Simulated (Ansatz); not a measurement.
# Work function of Rh(100): what the settings cost and change, part 2 of 2

Aim: the work function of Rh(100) against thickness and vacuum, with the cost.

Ansatz 0.2.0; plane-wave DFT, PBE, Ansatz PAW.

So far, work function, upper face (eV): step 2 (slab, setting 1 layer) 5.60; step 4 (run, 3 atoms) 4.98; step 5 (run, 4 atoms) 5.08; step 6 (run, 5 atoms) 5.07; step 7 (slab, 6 atoms) 5.06.

## 8. Slab, 8 atoms

System of this step: Rh(100). The cell holds 8 atoms: 8 Rh. Its edges and angles: a = 2.687 Å, b = 2.687 Å, c = 31.300 Å, α = 90.0°, β = 90.0°, γ = 90.0°. Vacuum lies along c.

input.yaml reads:

```yaml
crystal:
  lattice:
    - [2.6870057685, 0.0, 0.0]
    - [0.0, 2.6870057685, 0.0]
    - [0.0, 0.0, 31.3]
  atoms:
    - { symbol: Rh, position: [0.5, 0.5, 0.2875399361] }
    - { symbol: Rh, position: [0.0, 0.0, 0.3482428115] }
    - { symbol: Rh, position: [0.5, 0.5, 0.4089456869] }
    - { symbol: Rh, position: [0.0, 0.0, 0.4696485623] }
    - { symbol: Rh, position: [0.5, 0.5, 0.5303514377] }
    - { symbol: Rh, position: [0.0, 0.0, 0.5910543131] }
    - { symbol: Rh, position: [0.5, 0.5, 0.6517571885] }
    - { symbol: Rh, position: [0.0, 0.0, 0.7124600639] }
kpoints:
  mp_grid: { grid: [15, 15, 1] }
hamiltonian:
  xc: pbe
scf:
  occupations: { method: fermi_dirac, width: 0.1 }
  convergence: { dr2_threshold: 1.0e-09 }
efield:
  axis: 3
  dipole_correction: true
  ramp_position: 0.97
  ramp_width: 0.06
output:
  write_potential: true
  write_density: true
  volumetric_format: npy
```

Launch:

```bash
$ ansatz run input.yaml --threads 2 --pin off --max-ram 3072MiB --backend cpu --events-out ev --progress --plain --runs-dir out
```

Numbers of over 12 decimals in the logs are rounded to 6 here.

Log:

```text
[...]
Crystal: 8 atoms, lattice volume = 225.986 Å³
Basis set: ecut = 420 eV, 4469 PW (Γ)
Bands: 82, of which v1, the nominal top of the filled ones, is band 68 counted from 1 (67 counted from 0)
Symmetry: 8 space group operations
k-points: 36 of 225
[...]
k-point 0: bands = [... 64 lower, 7.5527, 7.7851, 7.8405, 8.0855, 8.2816, 8.2816, 8.3948, 8.6724, ... 10 higher]
  k-point 1: bands = [... 64 lower, 7.5368, 7.7879, 7.8719, 8.0195, 8.1703, 8.2286, 8.4747, 8.5937, ... 10 higher]
  k-point 2: bands = [... 64 lower, 7.5005, 7.5321, 7.7175, 7.7202, 7.9485, 8.0202, 8.1668, 8.3868, ... 10 higher]
  k-point 35: bands = [... 64 lower, 9.1038, 9.2184, 9.2247, 9.2327, 9.2338, 9.2405, 9.7268, 9.7443, ... 10 higher]
[key lines of the parts left out:]
SCF converged after 11 iterations
Free energy (F): -51221.081386 eV
Fermi energy:    8.304927 eV
Dipole field:    D = 0.000005 V/Å  (p = 0.000006 e·Å, saw-weighted, corrected)
Work function:   Φ+ = 5.0612 eV   Φ− = 5.0613 eV
```

Wall time 2 min (2 threads of Arm Neoverse N1, shared host); peak memory 0.91 GiB.

The work function is 5.061 eV, -0.000 eV from the run “6 layers”, at 1.6 times its CPU time.

## 9. Slab, 10 atoms

System of this step: Rh(100). The cell holds 10 atoms: 10 Rh. Its edges and angles: a = 2.687 Å, b = 2.687 Å, c = 35.100 Å, α = 90.0°, β = 90.0°, γ = 90.0°. Vacuum lies along c.

input.yaml, the sections that differ from step 8:

```yaml
crystal:
  lattice:
    - [2.6870057685, 0.0, 0.0]
    - [0.0, 2.6870057685, 0.0]
    - [0.0, 0.0, 35.1]
  atoms:
    - { symbol: Rh, position: [0.5, 0.5, 0.2564102564] }
    - { symbol: Rh, position: [0.0, 0.0, 0.3105413105] }
    - { symbol: Rh, position: [0.5, 0.5, 0.3646723647] }
    - { symbol: Rh, position: [0.0, 0.0, 0.4188034188] }
    - { symbol: Rh, position: [0.5, 0.5, 0.4729344729] }
    - { symbol: Rh, position: [0.0, 0.0, 0.5270655271] }
    - { symbol: Rh, position: [0.5, 0.5, 0.5811965812] }
    - { symbol: Rh, position: [0.0, 0.0, 0.6353276353] }
    - { symbol: Rh, position: [0.5, 0.5, 0.6894586895] }
    - { symbol: Rh, position: [0.0, 0.0, 0.7435897436] }
# kpoints, hamiltonian, scf, efield, output: as in step 8
```

Log:

```text
[...]
Crystal: 10 atoms, lattice volume = 253.422 Å³
Basis set: ecut = 420 eV, 5009 PW (Γ)
Bands: 102, of which v1, the nominal top of the filled ones, is band 85 counted from 1 (84 counted from 0)
Symmetry: 8 space group operations
k-points: 36 of 225
[...]
k-point 1: bands = [... 81 lower, 9.1572, 9.2755, 9.4482, 9.4745, 9.6448, 9.8183, 9.8335, 9.9820, ... 13 higher]
  k-point 2: bands = [... 81 lower, 8.9796, 9.1230, 9.1331, 9.3608, 9.3775, 9.4824, 9.6490, 9.7392, ... 13 higher]
  k-point 35: bands = [... 81 lower, 10.7550, 10.7564, 10.7606, 10.7641, 10.7662, 10.7677, 10.7748, 11.2624, ... 13 higher]
[key lines of the parts left out:]
SCF converged after 11 iterations
Free energy (F): -64026.894714 eV
Fermi energy:    9.837327 eV
Dipole field:    D = 0.000005 V/Å  (p = 0.000008 e·Å, saw-weighted, corrected)
Work function:   Φ+ = 5.0591 eV   Φ− = 5.0592 eV
```

The job ended after 2.9 min (2 threads; peak memory 1.2 GiB).

The work function is 5.059 eV, -0.002 eV from the run “8 layers”, at 1.4 times its CPU time.

## 10. Run, 13 atoms

System of this step: Rh(100). The cell holds 13 atoms: 13 Rh. Its edges and angles: a = 2.687 Å, b = 2.687 Å, c = 40.800 Å, α = 90.0°, β = 90.0°, γ = 90.0°. Vacuum lies along c.

input.yaml, the sections that differ from step 9:

```yaml
crystal:
  lattice:
    - [2.6870057685, 0.0, 0.0]
    - [0.0, 2.6870057685, 0.0]
    - [0.0, 0.0, 40.8]
  atoms:
    - { symbol: Rh, position: [0.0, 0.0, 0.2205882353] }
    - { symbol: Rh, position: [0.5, 0.5, 0.2671568627] }
    - { symbol: Rh, position: [0.0, 0.0, 0.3137254902] }
    - { symbol: Rh, position: [0.5, 0.5, 0.3602941176] }
    - { symbol: Rh, position: [0.0, 0.0, 0.4068627451] }
    - { symbol: Rh, position: [0.5, 0.5, 0.4534313725] }
    - { symbol: Rh, position: [0.0, 0.0, 0.5] }
    - { symbol: Rh, position: [0.5, 0.5, 0.5465686275] }
    - { symbol: Rh, position: [0.0, 0.0, 0.5931372549] }
    - { symbol: Rh, position: [0.5, 0.5, 0.6397058824] }
    - { symbol: Rh, position: [0.0, 0.0, 0.6862745098] }
    - { symbol: Rh, position: [0.5, 0.5, 0.7328431373] }
    - { symbol: Rh, position: [0.0, 0.0, 0.7794117647] }
# kpoints, hamiltonian, scf, efield, output: as in step 9
```

Log:

```text
[...]
Crystal: 13 atoms, lattice volume = 294.576 Å³
Basis set: ecut = 420 eV, 5829 PW (Γ)
Bands: 133, of which v1, the nominal top of the filled ones, is band 111 counted from 1 (110 counted from 0)
Symmetry: 8 space group operations
k-points: 36 of 225
[...]
k-point 1: bands = [... 107 lower, 11.0537, 11.1186, 11.1498, 11.3464, 11.3958, 11.5910, 11.5965, 11.6142, ... 18 higher]
  k-point 2: bands = [... 107 lower, 10.8332, 10.9522, 10.9555, 11.0973, 11.1817, 11.2305, 11.2657, 11.5136, ... 18 higher]
  k-point 35: bands = [... 107 lower, 12.5238, 12.5241, 12.5259, 12.5273, 12.5285, 12.5291, 12.5315, 12.5452, ... 18 higher]
[key lines of the parts left out:]
SCF converged after 11 iterations
Free energy (F): -83235.604875 eV
Fermi energy:    11.600190 eV
Dipole field:    D = 0.000001 V/Å  (p = 0.000001 e·Å, saw-weighted, corrected)
Work function:   Φ+ = 5.0580 eV   Φ− = 5.0580 eV
```

It took 4.8 min on 2 threads; peak memory 1.6 GiB; 8.7 min of CPU time.

The work function is 5.058 eV, -0.001 eV from the run “10 layers”, at 1.7 times its CPU time.

## 11. Slab, 7 atoms

System of this step: Rh(100). The cell holds 7 atoms: 7 Rh. Cell: a = 2.687 Å, b = 2.687 Å, c = 21.400 Å, α = 90.0°, β = 90.0°, γ = 90.0°. Vacuum lies along c.

input.yaml, the sections that differ from step 10:

```yaml
crystal:
  lattice:
    - [2.6870057685, 0.0, 0.0]
    - [0.0, 2.6870057685, 0.0]
    - [0.0, 0.0, 21.4]
  atoms:
    - { symbol: Rh, position: [0.0, 0.0, 0.2336448598] }
    - { symbol: Rh, position: [0.5, 0.5, 0.3224299065] }
    - { symbol: Rh, position: [0.0, 0.0, 0.4112149533] }
    - { symbol: Rh, position: [0.5, 0.5, 0.5] }
    - { symbol: Rh, position: [0.0, 0.0, 0.5887850467] }
    - { symbol: Rh, position: [0.5, 0.5, 0.6775700935] }
    - { symbol: Rh, position: [0.0, 0.0, 0.7663551402] }
# kpoints, hamiltonian, scf, efield, output: as in step 10
```

Log:

```text
[...]
Crystal: 7 atoms, lattice volume = 154.508 Å³
Basis set: ecut = 420 eV, 3075 PW (Γ)
Bands: 72, of which v1, the nominal top of the filled ones, is band 60 counted from 1 (59 counted from 0)
Symmetry: 8 space group operations
k-points: 36 of 225
[...]
k-point 1: bands = [... 56 lower, 11.3880, 11.5727, 11.6154, 11.7117, 12.1315, 12.1589, 12.1867, 12.3946, ... 8 higher]
  k-point 2: bands = [... 56 lower, 11.1958, 11.3340, 11.4217, 11.6157, 11.6808, 11.9649, 12.1708, 12.3734, ... 8 higher]
  k-point 35: bands = [... 56 lower, 12.8556, 12.9600, 12.9700, 12.9783, 12.9807, 13.4673, 13.4901, 15.7605, ... 8 higher]
[key lines of the parts left out:]
SCF converged after 10 iterations
Free energy (F): -44818.185414 eV
Fermi energy:    12.046015 eV
Dipole field:    D = 0.000000 V/Å  (p = 0.000000 e·Å, saw-weighted, corrected)
Work function:   Φ+ = 5.0502 eV (in doubt: plateau slope 3.2e-2 eV/Å)   Φ− = 5.0519 eV (in doubt: plateau slope 2.2e-2 eV/Å)
```

Elapsed: 71 s, on 2 threads; peak memory 0.65 GiB.

The work function is 5.050 eV. The program marks this work function as in doubt.

## 12. Run, 7 atoms

The cell differs from the one that the last finished run ended in (c 21.400 → 25.400 Å).

input.yaml, the sections that differ from step 11:

```yaml
crystal:
  lattice:
    - [2.6870057685, 0.0, 0.0]
    - [0.0, 2.6870057685, 0.0]
    - [0.0, 0.0, 25.4]
  atoms:
    - { symbol: Rh, position: [0.0, 0.0, 0.2755905512] }
    - { symbol: Rh, position: [0.5, 0.5, 0.3503937008] }
    - { symbol: Rh, position: [0.0, 0.0, 0.4251968504] }
    - { symbol: Rh, position: [0.5, 0.5, 0.5] }
    - { symbol: Rh, position: [0.0, 0.0, 0.5748031496] }
    - { symbol: Rh, position: [0.5, 0.5, 0.6496062992] }
    - { symbol: Rh, position: [0.0, 0.0, 0.7244094488] }
# kpoints, hamiltonian, scf, efield, output: as in step 11
```

Log:

```text
[...]
Crystal: 7 atoms, lattice volume = 183.388 Å³
Basis set: ecut = 420 eV, 3625 PW (Γ)
Bands: 72, of which v1, the nominal top of the filled ones, is band 60 counted from 1 (59 counted from 0)
Symmetry: 8 space group operations
k-points: 36 of 225
[...]
k-point 0: bands = [... 56 lower, 8.6468, 8.9669, 9.1169, 9.1169, 9.3196, 9.6610, 9.8176, 9.8176, ... 8 higher]
  k-point 1: bands = [... 56 lower, 8.6944, 8.8797, 8.9227, 9.0187, 9.4385, 9.4671, 9.4936, 9.7015, ... 8 higher]
  k-point 2: bands = [... 56 lower, 8.5026, 8.6412, 8.7287, 8.9227, 8.9872, 9.2719, 9.4778, 9.6804, ... 8 higher]
  k-point 35: bands = [... 56 lower, 10.1626, 10.2669, 10.2770, 10.2853, 10.2877, 10.7743, 10.7971, 13.0675, ... 8 higher]
[key lines of the parts left out:]
SCF converged after 10 iterations
Free energy (F): -44818.185423 eV
Fermi energy:    9.353005 eV
Dipole field:    D = -0.000000 V/Å  (p = -0.000000 e·Å, saw-weighted, corrected)
Work function:   Φ+ = 5.0550 eV   Φ− = 5.0550 eV
```

The job ended after 84 s (2 threads; peak memory 0.72 GiB).

The work function is 5.055 eV, +0.005 eV from the run “7 layers, 10 Å of vacuum”, at 1.2 times its CPU time.

## 13. Run, 7 atoms (run 2)

The cell differs from the one that the last finished run ended in (c 25.400 → 37.400 Å).

input.yaml, the sections that differ from step 12:

```yaml
crystal:
  lattice:
    - [2.6870057685, 0.0, 0.0]
    - [0.0, 2.6870057685, 0.0]
    - [0.0, 0.0, 37.4]
  atoms:
    - { symbol: Rh, position: [0.0, 0.0, 0.3475935829] }
    - { symbol: Rh, position: [0.5, 0.5, 0.3983957219] }
    - { symbol: Rh, position: [0.0, 0.0, 0.449197861] }
    - { symbol: Rh, position: [0.5, 0.5, 0.5] }
    - { symbol: Rh, position: [0.0, 0.0, 0.550802139] }
    - { symbol: Rh, position: [0.5, 0.5, 0.6016042781] }
    - { symbol: Rh, position: [0.0, 0.0, 0.6524064171] }
# kpoints, hamiltonian, scf, efield, output: as in step 12
```

Log:

```text
[...]
Crystal: 7 atoms, lattice volume = 270.028 Å³
Basis set: ecut = 420 eV, 5345 PW (Γ)
Bands: 72, of which v1, the nominal top of the filled ones, is band 60 counted from 1 (59 counted from 0)
Symmetry: 8 space group operations
k-points: 36 of 225
[...]
k-point 0: bands = [... 56 lower, 4.0239, 4.3440, 4.4940, 4.4940, 4.6967, 5.0381, 5.1947, 5.1947, ... 8 higher]
  k-point 1: bands = [... 56 lower, 4.0715, 4.2568, 4.2998, 4.3958, 4.8156, 4.8442, 4.8707, 5.0786, ... 8 higher]
  k-point 2: bands = [... 56 lower, 3.8797, 4.0184, 4.1058, 4.2998, 4.3643, 4.6490, 4.8549, 5.0575, ... 8 higher]
  k-point 35: bands = [... 56 lower, 5.5397, 5.6440, 5.6541, 5.6624, 5.6648, 6.1514, 6.1742, 8.4445, ... 8 higher]
[key lines of the parts left out:]
SCF converged after 10 iterations
Free energy (F): -44818.185406 eV
Fermi energy:    4.730114 eV
Dipole field:    D = 0.000000 V/Å  (p = 0.000000 e·Å, saw-weighted, corrected)
Work function:   Φ+ = 5.0550 eV   Φ− = 5.0550 eV
```

Elapsed: 1.8 min, on 2 threads; peak memory 0.95 GiB; 3.2 min of CPU time.

The work function is 5.055 eV, +0.000 eV from the run “7 layers, 14 Å of vacuum”, at 1.3 times its CPU time.

## 14. Side by side

Times are for 2 threads of Arm Neoverse N1, shared host. The runs compared:

```csv
no.,setting,"work function, upper face (eV)",time,memory (GiB)
1,1 layer,5.595,9.4 s,0.39
2,2 layers,5.125,16 s,0.39
3,3 layers,4.977,26 s,0.45
4,4 layers,5.077,37 s,0.5
5,5 layers,5.073,54 s,0.58
6,6 layers,5.061,76 s,0.69
7,8 layers,5.061,2 min,0.91
8,10 layers,5.059,2.9 min,1.2
9,13 layers,5.058,4.8 min,1.6
10,"7 layers, 10 Å of vacuum",5.050,71 s,0.65
11,"7 layers, 14 Å of vacuum",5.055,84 s,0.72
12,"7 layers, 26 Å of vacuum",5.055,1.8 min,0.95
```

## 15. The same run with other settings

System of this step: Rh(100) monolayer. The cell holds 1 atom: 1 Rh. Its edges and angles: a = 2.687 Å, b = 2.687 Å, c = 18.000 Å, α = 90.0°, β = 90.0°, γ = 90.0°. Vacuum lies along c.

An input spoilt on purpose, to show how the run answers: it repeats the earlier run “1 layer” with basis.ecutrho_ratio to 1, and scf.max_iter set to 50; its output block differs too.

input.yaml, the sections that differ from step 13:

```yaml
crystal:
  lattice:
    - [2.6870057685, 0.0, 0.0]
    - [0.0, 2.6870057685, 0.0]
    - [0.0, 0.0, 18.0]
  atoms:
    - { symbol: Rh, position: [0.5, 0.5, 0.5] }
scf:
  occupations: { method: fermi_dirac, width: 0.1 }
  convergence: { dr2_threshold: 1.0e-09 }
  max_iter: 50
basis:
  ecutrho_ratio: 1
# kpoints, hamiltonian, efield, output: as in step 13
```

Log:

```text
Warning: basis.ecutrho_ratio = 1 (ecutrho = 420 eV) is below the records' recommended 1680 eV
settings of this run that can trade accuracy for cost: basis.ecutrho_ratio < 4. Do not mix this run's numbers with those of runs without the same settings; the input reference describes each key
[...]
Crystal: 1 atoms, lattice volume = 129.960 Å³
Basis set: ecut = 420 eV, 2561 PW (Γ)
Bands: 13, of which v1, the nominal top of the filled ones, is band 9 counted from 1 (8 counted from 0)
Symmetry: 8 space group operations
k-points: 36 of 225
[...]
SCF iter   1: F=—  HF=-6400.907140 eV  |F-HF|=—  |Δ(HF+E_count)|=         —  Δρ=6.12e-3  dr2=1.09e-2  ethr=1.77e-3  p=0.000 e·Å  D=2.58e-14 V/Å  ΔV_dip=-0.00 eV  dr2_dipole=6.36e-13  V_vac-E_F(+/−)=5.51/5.51 eV  ⟨swp⟩=5.3  Hψ=2611  notcnv=0
[...]
SCF iter   9: F=-6400.933841 eV  HF=-6400.933841 eV  |F-HF|=8.82e-11  |Δ(HF+E_count)|=   8.97e-9  Δρ=4.78e-7  dr2=9.22e-11  ethr=5.88e-12  p=-0.000 e·Å  D=-1.13e-7 V/Å  ΔV_dip=0.00 eV  dr2_dipole=5.53e-13  V_vac-E_F(+/−)=5.67/5.67 eV  ⟨swp⟩=4.9  Hψ=1820  notcnv=0
[...]
SCF 1 converged in 9 iterations: F = -6400.933841 eV  dr2 = 9.22e-11
[...]
SCF converged after 9 iterations
Free energy (F): -6400.933841 eV
[...]
Internal energy: -6400.816398 eV  (E = F + TS)
E sigma→0 (E₀):  -6400.875119 eV
Entropy (-TS):   -0.117442 eV (-117.442 meV/atom)
Fermi energy:    -2.656081 eV
Dipole field:    D = 0.000001 V/Å  (p = 0.000001 e·Å, saw-weighted, corrected)
Work function:   Φ+ = 5.6653 eV   Φ− = 5.6651 eV
[...]
--- Band table (eV; the first three rows and the last of 36) ---
  k-point 0: bands = [... 5 lower, -6.2864, -3.8921, -2.4672, -2.4672, -1.9166, -0.7449, 1.8393, 2.4470]
  k-point 1: bands = [... 5 lower, -6.2065, -3.8527, -2.6884, -2.4578, -1.9914, -0.5108, 1.9308, 2.5463]
  k-point 2: bands = [... 5 lower, -5.8779, -3.7371, -3.1577, -2.4308, -2.1966, 0.0162, 2.2052, 2.8414]
  k-point 35: bands = [... 5 lower, -4.3260, -4.3098, -2.6328, -0.9345, 4.3301, 4.9005, 8.9410, 9.5146]
[...]
```

The job ended after 7.7 s (2 threads; peak memory 0.36 GiB; 12 s of CPU time).

```csv
quantity,this run,earlier run,difference
"work function, upper face (eV)",5.665,5.595,0.070
```

It moves by +0.0699 eV.

With this change the program also warns of density in the ramp of the sawtooth; these numbers are not the system's.

## 16. Results

```json
{"work function, 1 layer": "5.595 eV", "work function, 3 layers": "4.977 eV", "work function, 6 layers": "5.061 eV", "work function, 13 layers": "5.058 eV"}
```

**Reading.** The thickest slab gives 5.06 eV, and the settings tried spread the value from 4.98 to 5.60 eV. At 18 Å of vacuum, the slabs from 4 layers on stay within 0.02 eV of the thickest. Going from 10 to 26 Å of vacuum moves it by 0.005 eV. The program marks the value as in doubt in “7 layers, 10 Å of vacuum”. The ladder's slabs use the tabulated experimental lattice constant (two decimals; a low-temperature value for the alkali metals). The main runs have no spin polarisation; a magnetic state could lie lower and would change these results. In 1 run of the series (7 layers, 10 Å of vacuum) the program warns that electrons reach the sawtooth's ramp, which makes dipole and work function less sure.

Comparison with the measured values:

| quantity | measured | 13 layers |
| --- | --- | --- |
| work function (clean (100) face, a compiled value) (eV) | 5.3 | 5.06 (-0.24 eV) |

Measured values from arxiv:1902.07811 (2019).

Verdict: The work function is off by -0.24 eV: fair agreement. The grades are ours: good and fair within 3 and 7 % for the work function. No cell relaxation is part of this session.

[Logs are printed without paths, hosts, clocks, repeated set-up lines and the standing remarks that a program may print on its own settings, such as how far it seeks lower states.]

[Hosts, paths, dates, database ids (printed as entryN), source tags and the programs' standing remarks are cut or masked in the printed files.]

[Maps of the electrostatic potential energy from Ansatz leave out the sawtooth potential of an applied field or a dipole correction, so their vacuum need not be flat; planar profiles and work functions include it.]
